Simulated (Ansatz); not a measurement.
# Mg3SiO (built on the sites of a database entry of Ca3SnO): phonons and vibrational spectra, part 2 of 2

Aim: the vibrations of Mg3SiO (built on the sites of a database entry of Ca3SnO), their spectra, and whether the structure is stable.

Ansatz 0.2.0; DFT PBE, scalar-relativistic, plane waves, norm-conserving pseudopotentials.

So far. Step 5 (Tight relaxation): The forces vanish by symmetry and the pressure is 0.004 GPa, within the tolerances set. The cell now holds 15.05 Å³/atom. Step 6 (Linear response at the zone centre): Before it was imposed, the acoustic sum rule was missed by 0.017 eV/Å². Small misses are needed for a sound result but don't prove that mesh and cutoff are converged. The lowest optical mode is real, 162 cm⁻¹. The relaxed cell has a = 4.222 Å (conventional setting).

The structure was built from a prototype and need not be the compound's stable phase.

## Step 7: The dispersion

Stability and thermal properties need the whole zone. Linear response on a 4×4×4 q mesh gives force constants as far as a supercell of that size would.

input.yaml reads:

```yaml
crystal:
  lattice:
    - [4.2216622333, 0.0, 0.0]
    - [0.0, 4.2216622333, 0.0]
    - [0.0, 0.0, 4.2216622333]
  atoms:
    - { symbol: Mg, position: [0.0, 0.5, 0.5] }
    - { symbol: Mg, position: [0.5, 0.0, 0.5] }
    - { symbol: Mg, position: [0.5, 0.5, 0.0] }
    - { symbol: Si, position: [0.0, 0.0, 0.0] }
    - { symbol: O, position: [0.5, 0.5, 0.5] }
kpoints:
  mp_grid: { grid: [8, 8, 8] }
hamiltonian:
  xc: pbe
  pseudopotentials: { kind: nc }
scf:
  occupations: { method: methfessel_paxton, width: 0.2 }
output:
  eigenvalues: true
phonons:
  method: dfpt
  qmesh: [4, 4, 4]
  temperatures: { t_max: 1000, t_step: 50 }
  qpath:
    path:
      - [[0.0, 0.0, 0.0], [0.0, 0.5, 0.0], [0.5, 0.5, 0.0], [0.0, 0.0, 0.0], [0.5, 0.5, 0.5], [0.0, 0.5, 0.0]]
      - [[0.5, 0.5, 0.5], [0.5, 0.5, 0.0]]
    npoints: 10
```

Started as:

```console
$ ansatz run input.yaml --threads 8 --pin off --max-ram 14336MiB --backend cpu --events-out ev --progress --plain --runs-dir out
```

Numbers of over 12 decimals in the logs are rounded to 6 here.

The program printed:

```text
[...]
Crystal: 5 atoms, lattice volume = 75.240 Å³
Basis set: ecut = 1240 eV, 7441 PW (Γ), exchange–correlation on 100×100×100 points (8 copies of the dense FFT grid, shifted against one another)
Bands: 25, of which v1, the nominal top of the filled ones, is band 20 counted from 1 (19 counted from 0)
Symmetry: 48 space group operations
k-points: 35 of 512
[...]
SCF iter   1: F=—  HF=-5432.413663 eV  |F-HF|=—  |Δ(HF+E_count)|=         —  Δρ=9.41e-2  dr2=7.91e0  ethr=3.10e-3  ⟨swp⟩=6.2  Hψ=4126  notcnv=0
[...]
SCF iter  11: F=-5430.627794 eV  HF=-5430.627794 eV  |F-HF|=3.64e-12  |Δ(HF+E_count)|=  2.64e-11  S|Δr|=    0.00e0  Δρ=8.83e-8  dr2=2.10e-12  ethr=1.00e-12  ⟨swp⟩=11.5  Hψ=5211  notcnv=0
SCF 1 converged in 11 iterations: F = -5430.627794 eV  dr2 = 2.10e-12
[...]
SCF iter   3: F=-5430.627794 eV  HF=-5430.627794 eV  |F-HF|=2.73e-12  |Δ(HF+E_count)|=  2.73e-12  S|Δr|=    0.00e0  Δρ=1.06e-7  dr2=2.17e-12  ethr=1.00e-12  ⟨swp⟩=1.0  Hψ=1891  notcnv=0
SCF 2 converged in 3 iterations: F = -5430.627794 eV  dr2 = 2.17e-12
phonons: the bands overlap, so this run is a metal and interpolates without the dipole-dipole term. If the crystal is really an insulator or semiconductor, its LO-TO splitting is missing
NSCF: frozen V_eff on 35 k-points
[...]
DFPT response loops at q = (0, 0, 0) (fractional): preconditioner auto → Kerker (q_TF=auto, 2.456 Å⁻¹) (partly filled bands, converged f_vac=0.000); β = 1.00, the filter's whole step (`scf.mixing.beta` (0.50) is not read by the response loops under this deck's `scf.mixing.preconditioner`; to damp them name `kerker` or `kerker_dos`, under which they read `scf.mixing.beta`, and type it under 1.00, their step now; both keys bind the ground state too); Broyden in place of MSR1
[...]
SCF converged after 11 iterations
[...]
Free energy (F): -5430.627794 eV
[...]
Internal energy: -5430.628513 eV  (E = F + TS)
E sigma→0 (E₀):  -5430.627974 eV
Entropy (-TS):   0.000719 eV (0.144 meV/atom)
Fermi energy:    8.552317 eV
[...]
--- Band table (eV; the first three rows and the last of 35) ---
  k-point 0: bands = [... 16 lower, 2.3703, 8.0611, 8.0611, 8.0611, 9.1406, 9.1406, 10.1959, 14.2590, ... 1 higher]
  k-point 1: bands = [... 16 lower, 2.3907, 6.9780, 8.0365, 8.0365, 9.2523, 9.7728, 11.0640, 13.7415, ... 1 higher]
  k-point 2: bands = [... 16 lower, 2.4688, 5.6194, 7.9704, 7.9704, 9.5681, 10.4112, 12.9645, 13.0358, ... 1 higher]
  k-point 34: bands = [... 16 lower, 2.0872, 5.1209, 5.1209, 5.1209, 10.2159, 10.2159, 10.2159, 13.0193, ... 1 higher]
--- Phonons (Γ-DFPT): 4 representative perturbations + reference (Σ response iterations 11) ---
  ASR residual: 1.650e-2 → 0.000e0 eV/Å²; symmetrization residual: 1.163e-5 eV/Å²
  ASR residual per site (eV/Å²): 1.65e-2 1.65e-2 1.65e-2 7.52e-5 1.47e-4
[...]
--- Phonons (arbitrary-q DFPT): 10 irreducible q on the 4×4×4 mesh ---
  q = [0.0000, 0.0000, 0.0000] (star 1, of the zone-centre solve; hermiticity 2.39e-6, symmetrization 1.58e-14): -0.00 0.00 0.00 162.01 162.01 162.01 189.75 189.75 189.75 297.48 297.48 297.48 421.78 421.78 421.78
  q = [0.0000, 0.0000, 0.2500] (star 6, 9 solved perturbations in 1560 linear systems a pass and spin channel, the states on 200 of 512 k-point pairs; hermiticity 6.08e-7, symmetrization 2.13e-13, the responses' own estimated error 7.7e-5 eV/Å²): 86.87 86.87 140.16 167.80 168.37 168.37 186.71 186.71 261.73 300.32 300.32 336.06 420.76 420.76 445.29
[...]
q = [0.0000, 0.2500, -0.5000] (star 12, 15 solved perturbations on 200 of 512 k-point pairs; hermiticity 5.47e-7, symmetrization 2.41e-13, the responses' own estimated error 8.0e-5 eV/Å²): 81.81 147.14 148.78 158.02 180.95 181.27 194.89 224.89 275.58 279.34 289.95 373.88 412.28 414.53 423.07
[...]
sum rule: each row above includes the acoustic sum rule's correction from the zone centre's row sums; it moved no ω² by more than (13.59 cm⁻¹)²
  mesh force constants: q→R imaginary residual 1.05e-18; ASR residual 1.650e-2 → 0.000e0 eV/Å²; symmetrization residual 5.329e-15 eV/Å²
  interpolated dispersion: 62 rows × 15 modes
  density of states and harmonic sums: on the 16×16×16 q-mesh, interpolated from the force constants of a 4×4×4 supercell (no non-analytic term)
  largest difference from the sums on the solved wave vectors: F 2.41e-2 eV, S 2.83e-5 and C_V 5.60e-6 eV/K
  zero-point energy: 0.230667 eV/cell   skipped modes (ω ≤ 0): 49, of them read as no rigid motion or as one in doubt: 46 (1.846e-1 modes/cell left out, lowest -58.90 cm⁻¹)   left out of the sums: 1.24e-2 of the cell's modes: C_V's classical limit lies that fraction below 3 k_B per atom; for a crystal, a wire or a layer, F and S can be off by more, and a phonons.interpolated_qmesh denser along its periods is the remedy for the sampling
```

The job ended after 12 min (8 threads of AMD EPYC 9R14 (Zen 4), shared host; peak memory 7.5 GiB; 1.5 h of CPU time).

Numbers from this step:

```
sum-rule residual before enforcement                    : 0.01650 eV/Å²
lowest frequency on the path                            : -58.90 cm⁻¹
highest frequency on the path or at a solved wavevector : 471 cm⁻¹
lowest mode on the q mesh (acoustic modes at Γ apart)   : -58.9 cm⁻¹
```

Frequencies (cm⁻¹) solved at each irreducible wavevector; negative means imaginary. Frequencies by wavevector, by row:

```csv
q in reciprocal lattice units,star,mode 1,mode 2,mode 3,mode 4,mode 13,mode 14,mode 15
0 0 0,1,0,0,0,162,421.8,421.8,421.8
0 0 0.25,6,86.9,86.9,140.2,167.8,420.8,420.8,445.3
0 0 -0.5,3,126.3,126.3,171.2,171.2,420.6,420.6,457.3
0 0.25 0.25,12,89.5,112.6,141.4,165.6,394.9,417.2,446.1
0 0.25 -0.5,12,81.8,147.1,148.8,158,412.3,414.5,423.1
0 -0.5 -0.5,3,-58.9,70.1,171.3,171.3,368.6,409.7,441.3
0.25 0.25 0.25,8,94.2,94.2,108.9,195.3,396.1,396.1,450.1
0.25 0.25 -0.5,12,77.1,92.8,103.3,176.4,383.5,399.5,455.2
0.25 -0.5 -0.5,6,-54.5,87.9,87.9,186,372.8,372.8,470.6
-0.5 -0.5 -0.5,1,-52.4,-52.4,-52.4,219.7,380.3,380.3,460.5
```

Interpolated from a 4×4×4 q mesh. The phonon branches at the labelled points (cm⁻¹):

```csv
point,branch 1,branch 2,branch 3,branch 4,branch 12,branch 13,branch 14,branch 15
Γ,0,0,0,162,298,422,422,422
halfway,87,87,140,168,336,421,421,445
X,126,126,171,171,358,421,421,457
halfway,82,147,149,158,374,412,414,423
M,-59,70,171,171,369,369,410,441
halfway,90,113,141,166,368,395,417,446
Γ,0,0,0,162,298,422,422,422
halfway,94,94,109,195,360,396,396,450
R,-52,-52,-52,220,380,380,380,460
halfway,77,93,103,176,347,384,400,455
X,126,126,171,171,358,421,421,457
jump to R,-52,-52,-52,220,380,380,380,460
halfway,-54,88,88,186,366,373,373,471
M,-59,70,171,171,369,369,410,441
```

The phonon density of states has structure finer than the step of the table below, so its rows give means over 20 cm⁻¹, whole bins alone (the curve runs from -57.5 to 472 cm⁻¹). Peaks (cm⁻¹: height): 192.5: 0.103, 262.5: 0.0416, 282.5: 0.0760, 297.5: 0.0870, 362.5: 0.0428, 417.5: 0.0762, 447.5: 0.0490.

Tetrahedra on a 16×16×16 mesh, mean over bins of 5 cm-1. Interpolated from a 4×4×4 q mesh. The phonon density of states by wavenumber; means over each step:

```
wavenumber (cm⁻¹)  phonon density of states (1/cm⁻¹/cell)
              -40                                 0.00366
              -20                                 0.00258
                0                                 0.00242
               20                                 0.00316
               40                                 0.00517
               60                                  0.0108
               80                                  0.0208
              100                                  0.0309
              120                                  0.0342
              140                                  0.0326
              160                                  0.0381
              180                                  0.0699
              200                                  0.0780
              220                                  0.0504
              240                                  0.0246
              260                                  0.0371
              280                                  0.0559
              300                                  0.0473
              320                                 0.00319
              340                                 0.00721
              360                                  0.0328
              380                                  0.0347
              400                                  0.0372
              420                                  0.0383
              440                                  0.0305
              460                                  0.0163
```

The partial phonon density of states has structure finer than the step of the table below, so its rows give means over 10 cm⁻¹, whole bins alone (the curve runs from -64.8 to 494 cm⁻¹). Peaks (cm⁻¹: height): Mg 93.5: 0.0371, 125.2: 0.0387, 174.4: 0.0357, 220.1: 0.0289, 283.4: 0.0527, 417.1: 0.0240, 445.3: 0.0218; O 195.5: 0.00624, 297.5: 0.0154, 374.9: 0.0285, 413.6: 0.0347, 445.3: 0.0185; Si 192.0: 0.0540, 294.0: 0.00894.

Phonopy on the run's constants, 13x13x13 mesh, Gaussian sigma 4.0 cm-1. Interpolated from a 4×4×4 q mesh. The partial phonon density of states by wavenumber; means over each step; values in 1/cm⁻¹/cell:

```
wavenumber (cm⁻¹)       Mg        O       Si
              -50  0.00460        0        0
              -40  0.00226        0        0
              -30  0.00520        0        0
              -20  0.00500        0        0
              -10  0.00173   1.8e-6   1.8e-6
                0   3.7e-4   1.7e-5   2.4e-5
               10   8.1e-4   2.6e-6   3.0e-6
               20  0.00136   1.5e-5   2.8e-5
               30  0.00354   9.4e-5   1.6e-4
               40  0.00347   1.6e-4   2.8e-4
               50  0.00638   1.6e-4   2.7e-4
               60   0.0157   4.7e-4   7.8e-4
               70   0.0121   4.7e-4   8.2e-4
               80   0.0125   8.2e-4  0.00171
               90   0.0291  0.00129  0.00203
              100   0.0294  0.00138  0.00282
              110   0.0205  0.00135  0.00293
              120   0.0334  0.00160  0.00322
              130   0.0290  0.00158  0.00331
              140   0.0260  0.00154  0.00482
              150   0.0261  0.00109  0.00570
              160   0.0257  0.00124  0.00860
              170   0.0329  0.00195   0.0169
              180   0.0352  0.00294   0.0333
              190   0.0331  0.00545   0.0497
              200   0.0316  0.00498   0.0427
              210   0.0235  0.00250   0.0284
              220   0.0262  0.00159   0.0241
              230   0.0226  0.00147   0.0136
              240   0.0172  0.00169  0.00505
              250   0.0182  0.00383  0.00681
              260   0.0233  0.00584  0.00763
              270   0.0310  0.00548  0.00294
              280   0.0479  0.00702  0.00448
              290   0.0491   0.0120  0.00806
              300   0.0335   0.0118  0.00537
              310  0.00731  0.00223   5.5e-4
              320  0.00255   5.3e-4   1.0e-4
              330  0.00226   5.4e-4   6.2e-5
              340  0.00386  0.00232   2.6e-4
              350   0.0101  0.00875   8.9e-4
              360   0.0180   0.0137  0.00104
              370   0.0132   0.0231  0.00224
              380  0.00605   0.0271  0.00236
              390  0.00708   0.0229  0.00150
              400   0.0107   0.0236  0.00113
              410   0.0182   0.0303   8.2e-4
              420   0.0180   0.0249   4.9e-4
              430  0.00856  0.00692   3.5e-4
              440   0.0176   0.0135   7.6e-4
              450   0.0171   0.0131   6.2e-4
              460   0.0110  0.00354   1.9e-4
              470  0.00734  0.00120   6.0e-5
              480   6.0e-4   9.4e-5   1.9e-6
```

Symmetry leaves 10 wavevectors to solve. The lowest mode among them, the acoustic zeros apart, lies at q = (0, -0.5, -0.5) and is imaginary, 58.9i cm⁻¹, so the energy falls along it.

## Step 8: Isotope substitution, element Mg, natural mass 24.305 amu

An isotope changes the mass and not the force constants, so no new electronic calculation is needed; the shifts show which modes move this element.

The same force constants with the mass of Mg changed from 24.305 to 25.983 u (phonopy, no LO-TO term). Both lists are sorted by frequency; levels can cross, so a row need not hold one and the same mode. Modes under 3 cm⁻¹ are left out. Isotope shifts, by row, the first 40 of 57 rows:

```
       q  rank  natural mass (cm⁻¹)  changed mass (cm⁻¹)
   0 0 0     4                  162                156.7
   0 0 0     5                  162                156.7
   0 0 0     6                  162                156.7
   0 0 0     7                189.8                187.4
   0 0 0     8                189.8                187.4
   0 0 0     9                189.8                187.4
   0 0 0    10                297.5                  292
   0 0 0    11                297.5                  292
   0 0 0    12                297.5                  292
   0 0 0    13                421.8                415.7
   0 0 0    14                421.8                415.7
   0 0 0    15                421.8                415.7
0 0 0.25     1                86.87                84.83
0 0 0.25     2                86.87                84.83
0 0 0.25     3                140.2                137.2
0 0 0.25     4                167.8                162.3
0 0 0.25     5                168.4                162.9
0 0 0.25     6                168.4                162.9
0 0 0.25     7                186.7                  185
0 0 0.25     8                186.7                  185
0 0 0.25     9                261.7                259.6
0 0 0.25    10                300.3                294.2
0 0 0.25    11                300.3                294.2
0 0 0.25    12                336.1                326.6
0 0 0.25    13                420.8                415.1
0 0 0.25    14                420.8                415.1
0 0 0.25    15                445.3                441.4
0 0 -0.5     1                126.3                122.4
0 0 -0.5     2                126.3                122.4
0 0 -0.5     3                171.2                166.7
0 0 -0.5     4                171.2                166.7
0 0 -0.5     5                174.4                168.7
0 0 -0.5     6                181.7                180.5
0 0 -0.5     7                181.7                180.5
0 0 -0.5     8                229.8                223.7
0 0 -0.5     9                244.2                243.4
0 0 -0.5    10                307.6                300.4
0 0 -0.5    11                307.6                300.4
0 0 -0.5    12                358.4                347.6
0 0 -0.5    13                420.6                415.5
```

A mode of this element alone would shift by -3.28 %. The highest zone-centre frequency without the field goes from 421.8 to 415.7 cm⁻¹ (-1.4 %). The product of the frequency ratios over all optical modes at Γ is 0.789; the product rule, (m/m′)^(3k/2) (M′/M)^(3/2) with k = 3 such atoms and M the mass of the cell, gives 0.789.

## Step 9: Isotope substitution, element O, natural mass 15.999 amu

The same for O, from 16.00 to 18.00 u.

The same force constants with the mass of O changed from 15.999 to 17.999 u (phonopy, no LO-TO term). Both lists are sorted by frequency; levels can cross, so a row need not hold one and the same mode. Modes under 3 cm⁻¹ are left out. Isotope shifts, by row, the first 40 of 57 rows:

```csv
q,rank,natural mass (cm⁻¹),changed mass (cm⁻¹)
0 0 0,4,162,162
0 0 0,5,162,162
0 0 0,6,162,162
0 0 0,7,189.8,189.4
0 0 0,8,189.8,189.4
0 0 0,9,189.8,189.4
0 0 0,10,297.5,291.6
0 0 0,11,297.5,291.6
0 0 0,12,297.5,291.6
0 0 0,13,421.8,409.7
0 0 0,14,421.8,409.7
0 0 0,15,421.8,409.7
0 0 0.25,1,86.87,86.29
0 0 0.25,2,86.87,86.29
0 0 0.25,3,140.2,138.9
0 0 0.25,4,167.8,167.8
0 0 0.25,5,168.4,168.4
0 0 0.25,6,168.4,168.4
0 0 0.25,7,186.7,186.6
0 0 0.25,8,186.7,186.6
0 0 0.25,9,261.7,261.3
0 0 0.25,10,300.3,294.2
0 0 0.25,11,300.3,294.2
0 0 0.25,12,336.1,333.6
0 0 0.25,13,420.8,407.9
0 0 0.25,14,420.8,407.9
0 0 0.25,15,445.3,427.4
0 0 -0.5,1,126.3,125.7
0 0 -0.5,2,126.3,125.7
0 0 -0.5,3,171.2,171.2
0 0 -0.5,4,171.2,171.2
0 0 -0.5,5,174.4,174.4
0 0 -0.5,6,181.7,181.7
0 0 -0.5,7,181.7,181.7
0 0 -0.5,8,229.8,226.9
0 0 -0.5,9,244.2,244.2
0 0 -0.5,10,307.6,301.4
0 0 -0.5,11,307.6,301.4
0 0 -0.5,12,358.4,358.4
0 0 -0.5,13,420.6,406.6
```

A mode of this element alone would shift by -5.72 %. The highest zone-centre frequency without the field goes from 421.8 to 409.7 cm⁻¹ (-2.9 %). The product of the frequency ratios over all optical modes at Γ is 0.860; the product rule, (m/m′)^(3k/2) (M′/M)^(3/2) with k = 1 such atoms and M the mass of the cell, gives 0.860.

## Step 10: Another isotope, element Si, natural mass 28.085 amu

The same for Si, from 28.09 to 29.97 u.

The same force constants with the mass of Si changed from 28.085 to 29.974 u (phonopy, no LO-TO term). Both lists are sorted by frequency; levels can cross, so a row need not hold one and the same mode. Modes under 3 cm⁻¹ are left out. Isotope shifts, by row, the first 40 of 57 rows:

```
       q  rank  natural mass (cm⁻¹)  changed mass (cm⁻¹)
   0 0 0     4                  162                  162
   0 0 0     5                  162                  162
   0 0 0     6                  162                  162
   0 0 0     7                189.8                186.1
   0 0 0     8                189.8                186.1
   0 0 0     9                189.8                186.1
   0 0 0    10                297.5                296.1
   0 0 0    11                297.5                296.1
   0 0 0    12                297.5                296.1
   0 0 0    13                421.8                421.6
   0 0 0    14                421.8                421.6
   0 0 0    15                421.8                421.6
0 0 0.25     1                86.87                86.31
0 0 0.25     2                86.87                86.31
0 0 0.25     3                140.2                  139
0 0 0.25     4                167.8                167.8
0 0 0.25     5                168.4                168.2
0 0 0.25     6                168.4                168.2
0 0 0.25     7                186.7                182.6
0 0 0.25     8                186.7                182.6
0 0 0.25     9                261.7                255.7
0 0 0.25    10                300.3                299.6
0 0 0.25    11                300.3                299.6
0 0 0.25    12                336.1                335.7
0 0 0.25    13                420.8                420.6
0 0 0.25    14                420.8                420.6
0 0 0.25    15                445.3                445.3
0 0 -0.5     1                126.3                126.3
0 0 -0.5     2                126.3                126.3
0 0 -0.5     3                171.2                  169
0 0 -0.5     4                171.2                  169
0 0 -0.5     5                174.4                174.4
0 0 -0.5     6                181.7                178.1
0 0 -0.5     7                181.7                178.1
0 0 -0.5     8                229.8                229.8
0 0 -0.5     9                244.2                236.9
0 0 -0.5    10                307.6                307.6
0 0 -0.5    11                307.6                307.6
0 0 -0.5    12                358.4                357.5
0 0 -0.5    13                420.6                420.6
```

A mode of this element alone would shift by -3.20 %. The highest zone-centre frequency without the field goes from 421.8 to 421.6 cm⁻¹ (-0.0 %). The product of the frequency ratios over all optical modes at Γ is 0.929; the product rule, (m/m′)^(3k/2) (M′/M)^(3/2) with k = 1 such atoms and M the mass of the cell, gives 0.929.

## Step 11: Results

```
space group after relaxation (within 0.01 Å)            : Pm-3m
volume per atom                                         : 15.0 Å³
electronic character                                    : no gap on this mesh
highest optical mode at the zone centre (no LO-TO term) : 422 cm⁻¹
lowest optical zone-centre mode                         : 162 cm⁻¹
lowest mode on the q mesh (acoustic modes at Γ apart)   : -58.9 cm⁻¹
highest frequency on the path or at a solved wavevector : 471 cm⁻¹
imaginary modes on the 4×4×4 q mesh                     : yes
```

What this shows: Modes are clearly imaginary (beyond 10i cm⁻¹) at 3 of the 10 irreducible wavevectors, most at q = (0, -0.5, -0.5) (58.9i cm⁻¹), so this structure is not a minimum of the energy. The optical modes at Γ span 162 to 422 cm⁻¹. With no gap, or one that is small against the smearing, the frequencies hang on the k mesh and the smearing, most of all near Kohn anomalies. The starting cell was built on a prototype and not taken from a measurement, so the phase need not exist. These are harmonic frequencies at zero temperature: anharmonic shifts, linewidths and thermal expansion are left out.

[Logs are printed without paths, hosts, clocks, repeated set-up lines and the standing remarks that a program may print on its own settings, such as how far it seeks lower states.]

[Hosts, paths, dates, database ids (printed as entryN), source tags and the programs' standing remarks are cut or masked in the printed files.]
